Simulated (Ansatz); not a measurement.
## KAuF3 (cubic perovskite) (Pm-3m): Hubbard U and Hund's J by constrained RPA

Aim: U, U′ and J for the Au d shell of KAuF3 (cubic perovskite) (Pm-3m).

Program: Ansatz 0.2.0. Level of theory: non-magnetic LDA, then constrained RPA, plane waves, PAW. Results are calculated unless marked as measured.

The structure was built from a prototype and need not be the compound's stable phase.

## (1) Starting point

Symmetry: Pm-3m, No. 221, cubic system. The conventional cell has a = 4.328 Å, b = 4.328 Å, c = 4.328 Å, α = 90.00°, β = 90.00°, γ = 90.00°. Nearest to K lie 12 F at 3.06 Å. Au has 6 F at 2.16 Å nearest. Nearest to F lie 2 Au at 2.16 Å and 4 K at 3.06 Å. Farther neighbours and most contacts between anions are not listed.

Coordinates:

```cif
data_structure
_symmetry_space_group_name_H-M 'Pm-3m'
_symmetry_Int_Tables_number 221
_cell_length_a 4.3278
_cell_length_b 4.3278
_cell_length_c 4.3278
_cell_angle_alpha 90.000
_cell_angle_beta 90.000
_cell_angle_gamma 90.000
_cell_volume 81.06
loop_
_atom_site_label
_atom_site_type_symbol
_atom_site_symmetry_multiplicity
_atom_site_Wyckoff_symbol
_atom_site_fract_x
_atom_site_fract_y
_atom_site_fract_z
_atom_site_occupancy
K1 K 1 a 0.00000 0.00000 0.00000 1
Au1 Au 1 b 0.50000 0.50000 0.50000 1
F1 F 3 c 0.00000 0.50000 0.50000 1
```

The structure was relaxed with LDA. The structure type comes from a generator and need not be one that this composition takes. The structure was generated from a model, not taken from a measurement. The runs that relaxed it are not among those shown. The program's search for lower electronic states was switched off, so nothing shows that the state found is the lowest. Spin-orbit coupling is left out unless a step names it. The default PAW set here is soft_2. Its files were made with PBE.

## (2) LDA bands and orbital weights

This step: DFT, LDA, plane waves, PAW.

Input file input.yaml:

```yaml
crystal:
  lattice:
    - [0.0, -4.32778339, 0.0]
    - [0.0, 0.0, 4.32778339]
    - [-4.32778339, 0.0, 0.0]
  atoms:
    - { symbol: K, position: [0.0, 0.0, 0.0] }
    - { symbol: Au, position: [0.5, 0.5, 0.5] }
    - { symbol: F, position: [0.5, 0.5, 0.0] }
    - { symbol: F, position: [0.5, 0.0, 0.5] }
    - { symbol: F, position: [0.0, 0.5, 0.5] }
kpoints:
  mp_grid: { grid: [8, 8, 8] }
  band_path:
    path:
      - [[0.0, 0.0, 0.0], [0.0, 0.5, 0.0], [0.5, 0.5, 0.0], [0.0, 0.0, 0.0], [0.5, 0.5, 0.5], [0.0, 0.5, 0.0]]
      - [[0.5, 0.5, 0.5], [0.5, 0.5, 0.0]]
    npoints: 10
hamiltonian:
  xc: lda
scf:
  occupations: { method: gaussian, width: 0.08 }
  n_extra_bands: 19
  max_iter: 150
  lower_state_search: "off"
output:
  eigenvalues: true
  forces: true
  stress: true
  fatbands: true
  write_density: true
  write_potential: true
  elf: true
  volumetric_format: npy
```

Run with:

```bash
$ ansatz run input.yaml --threads 4 --pin off --max-ram 9216MiB --backend cpu --events-out ev --progress --plain --runs-dir out
```

Numbers of over 12 decimals in the logs are rounded to 6 here.

Log:

```text
scf.n_extra_bands = 19 over 25 filled bands (N_el = 49.0): the run solves 44 bands
Engine: ansatz 0.2.0, aarch64-unknown-linux-gnu
Pseudopotentials: kind: paw
Pseudopotential: K, paw, valence charge 9, recommended cutoff 420 eV (normal), K.paw.azcp
Pseudopotential: Au, paw, valence charge 19, recommended cutoff 420 eV (normal), Au.paw.azcp
Pseudopotential: F, paw, valence charge 7, recommended cutoff 420 eV (normal), F.paw.azcp
Functional definition: SPW92
  exchange = slater_x
  correlation = pw_c
Crystal: 5 atoms, lattice volume = 81.058 Å³
Basis set: ecut = 420 eV, 1575 PW (Γ)
Bands: 44, of which v1, the nominal top of the filled ones, is band 25 counted from 1 (24 counted from 0)
Symmetry: 48 space group operations
Space group: Pm-3m (ITA 221), of the structure as read, at distance tolerance 4.3e-5 Å
k-points: 35 of 512
Non-local potential: K, projectors of the file, l = 0: 3, l = 1: 2, l = 2: 2
Non-local potential: Au, projectors of the file, l = 0: 3, l = 1: 2, l = 2: 2, l = 3: 1
Non-local potential: F, projectors of the file, l = 0: 2, l = 1: 2, l = 2: 1
PAW form: soft (Blöchl's): semilocal exchange-correlation on the pseudo side does not see the compensation charge
PAW frozen core: K, regenerated for the run's functional, and the local potential with it (the file was generated under x = pbe(κ = 0.804, μ = 0.219515), c = pbe(β = 0.066725))
PAW frozen core: Au, regenerated for the run's functional, and the local potential with it (the file was generated under x = pbe(κ = 0.804, μ = 0.219515), c = pbe(β = 0.066725))
PAW frozen core: F, regenerated for the run's functional, and the local potential with it (the file was generated under x = pbe(κ = 0.804, μ = 0.219515), c = pbe(β = 0.066725))
PAW one-centre angular grid: K, 110 points (default); XC on 64 Gauss nodes
PAW one-centre angular grid: Au, 590 points (default); XC on 64 Gauss nodes
PAW one-centre angular grid: F, 110 points (default); XC on 64 Gauss nodes
Initial density: superposition of atomic densities (neutral atoms: chi_scale 0, normalization atom), corrected by the library's trained network
Initial wavefunctions: pseudopotential atomic-orbital guess
Functional: x = slater, c = lda
SCF iter   1: F=—  HF=-16742.034427 eV  |F-HF|=—  |Δ(HF+E_count)|=         —  Δρ=1.94e-2  dr2=2.20e-1  ethr=1.77e-3  ⟨swp⟩=5.9  Hψ=7017  notcnv=0  defer=273
preconditioner: auto → LDOS  [insulator: Δε(μ)=0.123 eV  Ē_g=19.783 eV  σ=0.080 eV  W_gap=0.68  n_scr=18 (ndim 8)  ℏωp=25.8 eV  f_vac=0.130  D(μ)=1.51/eV (n_scr^D=6)  ε∞_Penn≈2.7  β→1.0]
SCF iter   2: F=—  HF=-16742.049678 eV  |F-HF|=—  |Δ(HF+E_count)|=   1.53e-2  Δρ=2.24e-2  dr2=2.38e-1  ethr=4.50e-4  ⟨swp⟩=2.0  Hψ=2744  notcnv=0  defer=439
SCF iter   3: F=—  HF=-16741.970457 eV  |F-HF|=—  |Δ(HF+E_count)|=   7.92e-2  Δρ=2.71e-3  dr2=3.79e-3  ethr=4.50e-4  ⟨swp⟩=2.0  Hψ=1957  notcnv=0  defer=439
SCF iter   4: F=—  HF=-16741.969395 eV  |F-HF|=—  |Δ(HF+E_count)|=   1.06e-3  Δρ=9.26e-4  dr2=6.18e-4  ethr=7.74e-6  ⟨swp⟩=2.1  Hψ=1583  notcnv=0  defer=439
SCF iter   5: F=—  HF=-16741.969255 eV  |F-HF|=—  |Δ(HF+E_count)|=   1.40e-4  Δρ=2.73e-4  dr2=4.61e-5  ethr=1.26e-6  ⟨swp⟩=2.0  Hψ=1814  notcnv=0  defer=439
SCF iter   6: F=—  HF=-16741.969244 eV  |F-HF|=—  |Δ(HF+E_count)|=   1.17e-5  Δρ=2.28e-5  dr2=1.92e-7  ethr=9.40e-8  ⟨swp⟩=2.0  Hψ=1716  notcnv=0  defer=434
SCF iter   7: F=-16741.969244 eV  HF=-16741.969244 eV  |F-HF|=4.84e-10  |Δ(HF+E_count)|=   5.78e-8  Δρ=3.94e-6  dr2=4.44e-9  ethr=2.04e-10  ⟨swp⟩=16.3  Hψ=12143  notcnv=0
SCF 1 converged in 7 iterations: F = -16741.969244 eV  dr2 = 4.44e-9
  greatest PAW one-centre occupation: 1.002 electrons in one spin orbital (limit 2), on the Au atom at site 1 (counted from 0), in its partial waves of l = 0
NSCF: frozen V_eff on 62 k-points
SCF converged after 7 iterations
Free energy (F): -16741.969244 eV
Harris-Foulkes:  -16741.969244 eV  (|F-HF|=4.84e-10)
Internal energy: -16741.964387 eV  (E = F + TS)
E sigma→0 (E₀):  -16741.966815 eV
Entropy (-TS):   -0.004857 eV (-0.971 meV/atom)
Fermi energy:    6.678753 eV
--- Per-component energies (eV) ---
  E_band       = -611.278012
  E_kinetic    = 1470.743469
  E_local      = -5340.252551  (includes V_loc(G=0)·N_el)
  E_nonlocal   = 327.236993
  E_hartree    = 2133.304232
  E_xc         = -590.662475
  E_vxc        = -737.503979  (∫ρ·V_xc dr)
  E_paw        = -10728.395610  (= ΣΔE_a)
  E_vpaw       = -598.116119  (= ΣTr[D̂ρ^β])
  E_aug_tail   = 0.006511  (compensation charges beyond the density's cutoff)
  E_ewald      = -4015.064928
  E_core_change = 1.119973  (= ΣΔE_core)
  E_smearing   = -0.004857  (= −TS)
  E_closure    = 0.000000  (closes the sum)
  Σ components = -16741.969244   (vs F -16741.969244, Δ=0.00e0)
--- Forces (eV/Å), atoms counted from 1 ---
  atom   1  K      0.00000000    -0.00000000    -0.00000000
  atom   2  Au    -0.00000000    -0.00000000     0.00000000
  atom   3  F     -0.00000000     0.00000000    -0.00000000
  atom   4  F     -0.00000000     0.00000000    -0.00000000
  atom   5  F     -0.00000000     0.00000000     0.00000000
  max |Σ_I F_I| component: 1.21e-28 eV/Å
--- Stress (GPa, compression-positive) ---
       -0.050930       0.000000      -0.000000
       -0.000000      -0.050930       0.000000
        0.000000       0.000000      -0.050930
  P = ⅓ Tr σ = -0.0509 GPa (-0.509 kbar)
--- Band table (eV; the first three rows and the last of 35) ---
  k-point 0: bands = [... 21 lower, 3.3903, 3.3903, 4.2191, 4.2191, 7.1735, 12.6527, 12.6527, 12.9357, ... 15 higher]
  k-point 1: bands = [... 21 lower, 3.6421, 3.6421, 4.2203, 4.6291, 7.4762, 12.6788, 12.7510, 13.0450, ... 15 higher]
  k-point 2: bands = [... 21 lower, 4.0729, 4.0729, 4.2230, 5.1915, 8.3481, 12.4449, 12.9969, 13.6119, ... 15 higher]
  k-point 34: bands = [... 21 lower, 5.0000, 5.0000, 7.6811, 7.6811, 12.3521, 12.3521, 12.3521, 13.0592, ... 15 higher]
```

Elapsed: 4.7 s, on 4 threads of Arm Neoverse V1, shared host; peak memory 0.44 GiB.

The column dr2 measures how far the density is from self-consistency, as an energy; F and HF (Harris–Foulkes) agree once it is small.

This step gave:

* pressure: -0.05093 GPa

Electronic bands along the path, in eV, zero at the Fermi level:

```
    point  band 22  band 23  band 24  band 25  band 26  band 27  band 28  band 29
        Γ    -3.29    -3.29    -2.46    -2.46     0.49     5.97     5.97     6.26
  halfway    -2.61    -2.61    -2.46    -1.49     1.67     5.77     6.32     6.93
        X    -2.45    -2.14    -2.14    -1.08     3.56     4.72     6.69     7.84
  halfway    -2.14    -1.97    -1.95     0.04     3.92     5.29     7.06     7.37
        M    -2.14    -1.88    -1.70     1.00     4.73     6.67     6.67     6.71
  halfway    -2.58    -2.30    -2.03    -0.57     2.41     6.08     6.55     7.02
        Γ    -3.29    -3.29    -2.46    -2.46     0.49     5.97     5.97     6.26
  halfway    -2.26    -2.26    -0.58    -0.58     2.98     6.68     6.68     6.68
        R    -1.68    -1.68     1.00     1.00     5.67     5.67     5.67     6.38
  halfway    -1.95    -1.92    -0.59     0.26     4.24     5.61     6.79     7.52
        X    -2.45    -2.14    -2.14    -1.08     3.56     4.72     6.69     7.84
jump to R    -1.68    -1.68     1.00     1.00     5.67     5.67     5.67     6.38
  halfway    -1.93    -1.69    -0.23     1.00     4.97     6.12     6.12     7.26
        M    -2.14    -1.88    -1.70     1.00     4.73     6.67     6.67     6.71
```

Of the projections kept (Au 5d, F 2p), the largest for each band there; the rest of the weight can lie on other orbitals:

```csv
point,band 22,band 23,band 24,band 25,band 26,band 27,band 28,band 29
Γ,Au 5d 1.00,Au 5d 1.00,Au 5d 0.94,Au 5d 0.94,-,-,-,-
X,Au 5d 0.94,Au 5d 0.66,Au 5d 0.66,Au 5d 0.62,F 2p 0.24,F 2p 0.10,F 2p 0.01,F 2p 0.01
M,Au 5d 0.67,Au 5d 0.79,Au 5d 0.69,Au 5d 0.57,F 2p 0.23,F 2p 0.01,F 2p 0.01,F 2p 0.03
Γ,Au 5d 1.00,Au 5d 1.00,Au 5d 0.94,Au 5d 0.94,-,-,-,-
R,Au 5d 0.67,Au 5d 0.67,Au 5d 0.57,Au 5d 0.57,-,-,-,F 2p 0.26
X,Au 5d 0.94,Au 5d 0.66,Au 5d 0.66,Au 5d 0.62,F 2p 0.24,F 2p 0.10,F 2p 0.01,F 2p 0.01
```

Valence density in the ac plane at fractional y = 0.500, with atoms of Au and F within 0.2 Å of it. It is the smooth field of the valence electrons, not physical close to the nuclei.

Ten even steps from '_' (0 e/Å³) to '@' (14 e/Å³), each cell a mean:
```
__________..==**--__________
____________..::..__________
____________________________
____________________________
..________..::::::__________
==::______--**##++::____..--
%%==..__..==%%@@##::____::**
**--______--##%%**::____..==
::..______..--==--..______..
______________..____________
____________________________
______________..____________
__________..--==::__________
__________::**%%==..________
```
Columns run along a (4.3 Å), rows up along c (4.3 Å). Atoms in or near the plane, at fractional coordinates: Au at (0.50, 0.50), F at (0.50, 0.00), F at (0.00, 0.50).

ELF in the ac plane at fractional y = 0.500, with atoms of Au and F within 0.2 Å of it. It is the smooth field of the valence electrons, not physical close to the nuclei.

Ten even steps from '0' (0.00) to '9' (0.81), each cell a mean:
```
00037987995100
00014788862000
21001233310001
65101233221025
98413555542169
99623677752389
68724689753387
89723678753388
99513566652279
86212334331147
32001122210013
00002577641000
00026998985100
00038986996200
```
Columns run along a (4.3 Å), rows up along c (4.3 Å). Atoms in or near the plane, at fractional coordinates: Au at (0.50, 0.50), F at (0.50, 0.00), F at (0.00, 0.50).

## (3) Constrained RPA: Au d, bands v5 to v1, 4×4×4 mesh, medium accuracy

Constrained RPA screens the interaction with every transition except those inside the target bands, which a later many-body model would treat itself.

This step: constrained RPA on LDA, plane waves, PAW.

input.yaml, the sections that differ from step 2:

```yaml
kpoints:
  mp_grid: { grid: [8, 8, 8] }
output:
  crpa:
    kmesh: [4, 4, 4]
    target_bands: [v5, v1]
    projections: [{ species: Au, l: d, shell: 5 }]
  local_orbitals:
    kmesh: [8, 8, 8]
    orbitals: [{ species: Au, l: d, shell: 5 }]
    window: { bands: [v5, v1] }
    seedname: lo
# crystal, hamiltonian, scf: as in step 2
```

Log:

```text
[...]
Crystal: 5 atoms, lattice volume = 81.058 Å³
Basis set: ecut = 420 eV, 1575 PW (Γ)
Bands: 44, of which v1, the nominal top of the filled ones, is band 25 counted from 1 (24 counted from 0)
Symmetry: 48 space group operations
[...]
k-points: 35 of 512
[...]
SCF iter   1: F=—  HF=-16742.034424 eV  |F-HF|=—  |Δ(HF+E_count)|=         —  Δρ=1.94e-2  dr2=2.20e-1  ethr=1.77e-3  ⟨swp⟩=5.9  Hψ=7017  notcnv=0  defer=273
[...]
SCF iter   7: F=-16741.969244 eV  HF=-16741.969244 eV  |F-HF|=4.47e-10  |Δ(HF+E_count)|=   5.81e-8  Δρ=3.97e-6  dr2=4.45e-9  ethr=2.04e-10  ⟨swp⟩=11.3  Hψ=8287  notcnv=0
SCF 1 converged in 7 iterations: F = -16741.969244 eV  dr2 = 4.45e-9
[...]
NSCF: frozen V_eff on 38 k-points
[...]
cRPA screening: q 1/64
cRPA screening: q 2/64
cRPA screening: q 8/64 (q-point 3)
cRPA screening: q 11/64 (q-point 6)
cRPA screening: q 23/64 (q-point 7)
cRPA screening: q 35/64 (q-point 11)
cRPA screening: q 38/64 (q-point 22)
cRPA screening: q 46/64 (q-point 23)
cRPA screening: q 58/64 (q-point 27)
cRPA screening: q 64/64 (q-point 43)
SCF converged after 7 iterations
Free energy (F): -16741.969244 eV
[...]
Internal energy: -16741.964387 eV  (E = F + TS)
E sigma→0 (E₀):  -16741.966815 eV
Entropy (-TS):   -0.004857 eV (-0.971 meV/atom)
Fermi energy:    6.678753 eV
[...]
--- Band table (eV; the first three rows and the last of 35) ---
  k-point 0: bands = [... 21 lower, 3.3903, 3.3903, 4.2191, 4.2191, 7.1735, 12.6527, 12.6527, 12.9357, ... 15 higher]
  k-point 1: bands = [... 21 lower, 3.6421, 3.6421, 4.2203, 4.6291, 7.4762, 12.6788, 12.7510, 13.0450, ... 15 higher]
  k-point 2: bands = [... 21 lower, 4.0729, 4.0729, 4.2230, 5.1915, 8.3481, 12.4449, 12.9969, 13.6119, ... 15 higher]
  k-point 34: bands = [... 21 lower, 5.0000, 5.0000, 7.6811, 7.6811, 12.3521, 12.3521, 12.3521, 13.0592, ... 15 higher]
--- cRPA (band scheme, projected local orbitals): target bands 21..25 (1-based), 5 Wannier function(s), 4×4×4 mesh, 50 bands' worth read of 55 solved, ecut_chi 136.0 eV, v(q+G=0) probe_charge, pair densities all_electron ---
  bands read: the sum over 50 bands ends inside a degenerate multiplet in 1 slot, whose members it reads at an even weight; the widest, k=42: bands 49 to 51 (counted from 1) at 2/3 each
  χ-basis size per q: N_G = 257..304
  window electrons = 9.0000, filled by tetrahedron_uncorrected; constrained ε̄⁻¹(q = 0, 0) head = 0.339990; min gauge Gram eig = 0.5746
  Kanamori averages over each shell's own Wannier functions (sites counted from 0, functions from 1):
    Site 1, 5D, 5 of 5 d orbitals (Wannier functions 1, 2, 3, 4, 5; wannier90's mr 1, 2, 3, 4, 5):
      screened: U = 4.6585 eV, U' = 3.9835 eV, J = 0.3114 eV
      screened d-shell averages: U_bar = F0 = 4.1185 eV, J_bar = 0.4464 eV
      screened, to within: U = 1.6e-2 eV, U' = 1.6e-2 eV, J = 5.9e-4 eV
      screened d-shell averages, to within: U_bar = 1.4e-2 eV, J_bar = 1.0e-3 eV
      bare: V = 12.6646 eV, V' = 11.6639 eV, J = 0.4291 eV
      bare d-shell averages: V_bar = F0 = 11.8641 eV, J_bar = 0.6293 eV
  Hermiticity witness max|P − P†| over intra, direct and exchange elements: 7.99e-15 eV (screened), 1.78e-15 eV (bare)
  Reality witness max|Im| over intra, direct and exchange elements: 6.58e-18 eV (screened), 1.54e-17 eV (bare)
```

Wall time 86 s (4 threads); peak memory 0.64 GiB.

Numbers from this step:

```
U                                                 : 4.658 eV
U prime (inter-orbital)                           : 3.983 eV
J                                                 : 0.3114 eV
bare V                                            : 12.66 eV
bare J                                            : 0.4291 eV
stated bound on U                                 : 0.01515 eV
U over bare V                                     : 0.3678
electrons in the window                           : 9.000
head of the constrained inverse dielectric matrix : 0.3400
least eigenvalue of the projection's overlap      : 0.5746
target functions                                  : 5
bands in the sums                                 : 50
r.m.s. miss of the model bands                    : 0.001429 eV
width of the target bands                         : 4.291 eV
weight of the projected orbitals in the window    : 0.7318
```

On the Au d shell, screening brings the on-site interaction from 12.7 eV down to U = 4.66 eV.

Kanamori averages over each shell's functions. Crpa shells, by row:

| site | element | shell | orbitals | U (eV) | U' (eV) | J (eV) | bare V (eV) | bare V' (eV) | bare J (eV) | bound on U (eV) |
| --- | --- | --- | --- | --- | --- | --- | --- | --- | --- | --- |
| 2 | Au | 5D | 5 | 4.658 | 3.983 | 0.3114 | 12.66 | 11.66 | 0.4291 | 0.01515 |

Density-density elements U_iijj, eV. U matrix, by row:

```csv
orbital,Au2 dz2,Au2 dxz,Au2 dyz,Au2 dx2-y2,Au2 dxy
Au2 dz2,4.628,4.099,4.099,3.839,3.854
Au2 dxz,4.099,4.679,3.964,3.936,3.964
Au2 dyz,4.099,3.964,4.679,3.936,3.964
Au2 dx2-y2,3.839,3.936,3.936,4.628,4.181
Au2 dxy,3.854,3.964,3.964,4.181,4.679
```

Exchange elements U_ijji, eV. J matrix, by row:

```csv
orbital,Au2 dz2,Au2 dxz,Au2 dyz,Au2 dx2-y2,Au2 dxy
Au2 dz2,-,0.263,0.263,0.395,0.351
Au2 dxz,0.263,-,0.321,0.322,0.321
Au2 dyz,0.263,0.321,-,0.322,0.321
Au2 dx2-y2,0.395,0.322,0.322,-,0.234
Au2 dxy,0.351,0.321,0.321,0.234,-
```

Projected local orbitals of the target window. The electronic bands at the labelled points (eV, zero at the Fermi level; # counts the bands kept):

| point | #2 | #3 | #4 | #5 |
| --- | --- | --- | --- | --- |
| Γ | -3.29 | -3.29 | -2.46 | -2.46 |
| halfway | -2.61 | -2.61 | -2.46 | -1.49 |
| X | -2.45 | -2.14 | -2.14 | -1.08 |
| halfway | -2.14 | -1.97 | -1.95 | 0.04 |
| M | -2.14 | -1.88 | -1.70 | 1.00 |
| halfway | -2.58 | -2.30 | -2.03 | -0.57 |
| Γ | -3.29 | -3.29 | -2.46 | -2.46 |
| halfway | -2.26 | -2.26 | -0.58 | -0.58 |
| R | -1.68 | -1.68 | 1.00 | 1.00 |
| halfway | -1.95 | -1.92 | -0.59 | 0.26 |
| X | -2.45 | -2.14 | -2.14 | -1.08 |
| jump to R | -1.68 | -1.68 | 1.00 | 1.00 |
| halfway | -1.93 | -1.69 | -0.23 | 1.00 |
| M | -2.14 | -1.88 | -1.70 | 1.00 |

The same for Kohn-Sham, solved directly:

```
point     #2     #3     #4     #5
    Γ  -3.29  -3.29  -2.46  -2.46
    X  -2.45  -2.14  -2.14  -1.08
    M  -2.14  -1.88  -1.70   1.00
    Γ  -3.29  -3.29  -2.46  -2.46
    R  -1.68  -1.68   1.00   1.00
    X  -2.45  -2.14  -2.14  -1.08
    R  -1.68  -1.68   1.00   1.00
    M  -2.14  -1.88  -1.70   1.00
```

The first set of electronic bands as a text plot (rows in eV):

```
    0.9 |             ***                    *****        *******
    0.7 |                *                  *    **
    0.6 |            *                             *       *
    0.4 |           *     *                *      *
    0.2 |                                           *       *
    0.0 |                                            *
   -0.2 |                  **            **        *         *
   -0.3 |          *                                  *
   -0.5 |                    *          *           *
   -0.7 |         *                                    *
   -0.9 |
   -1.1 |      ***            *        *             *  **    *
   -1.2 |     *
   -1.4 |   **
   -1.6 |                      *     **       **      *        *
   -1.8 |            *****                  **  ****      *******
   -1.9 |  *       ***********  *   *      *      **** *     *
   -2.1 | *    *********** ** **         **        *  ****    ***
   -2.3 |*    *      **  **  *  ** *    *           *   *
   -2.5 |*********  *      ** *  **    *             *   *
   -2.7 |   *                **      **               *
   -2.8 |          *          **     **
   -3.0 |  *      *            **   *                  *
   -3.2 |*********              ****                    **
         Γ      X      M          Γ            R        X|R     M
```

Onsite levels, by row:

| orbital | level less Fermi level (eV) |
| --- | --- |
| Au2 dz2 | -0.7946 |
| Au2 dxz | -2.284 |
| Au2 dyz | -2.284 |
| Au2 dx2-y2 | -0.7946 |
| Au2 dxy | -2.284 |

Largest distinct elements between sites. Hoppings, by row:

```
      from          to     cell  distance (Å)   t (eV)
   Au2 dz2     Au2 dz2    0 1 0         4.328  -0.5569
Au2 dx2-y2  Au2 dx2-y2   -1 0 0         4.328  -0.4219
   Au2 dz2  Au2 dx2-y2    1 0 0         4.328   -0.234
   Au2 dxy     Au2 dxy    0 0 1         4.328  -0.1808
   Au2 dz2     Au2 dz2    0 0 1         4.328  -0.1517
Au2 dx2-y2  Au2 dx2-y2  -1 0 -1          6.12   0.0721
   Au2 dz2     Au2 dz2   0 -2 0         8.656  -0.0716
Au2 dx2-y2  Au2 dx2-y2    2 0 0         8.656  -0.0536
   Au2 dz2     Au2 dz2   0 -1 1          6.12   0.0477
Au2 dx2-y2     Au2 dz2  0 -1 -1          6.12  -0.0422
   Au2 dyz     Au2 dyz   1 -1 0          6.12  -0.0404
   Au2 dz2  Au2 dx2-y2   0 0 -2         8.656   0.0312
```

(Part 1 of 2 ends here.)

[Paths, hosts, dates, memory and timing lines, banners, echoed tables and standing remarks are left out of the program output.]

[Logs are printed without paths, hosts, clocks, repeated set-up lines and the standing remarks that a program may print on its own settings, such as how far it seeks lower states.]

[Runs of the session that timed out or met a known fault of the program may be left out.]

[Hosts, paths, dates, database ids (printed as entryN), source tags and the programs' standing remarks are cut or masked in the printed files.]
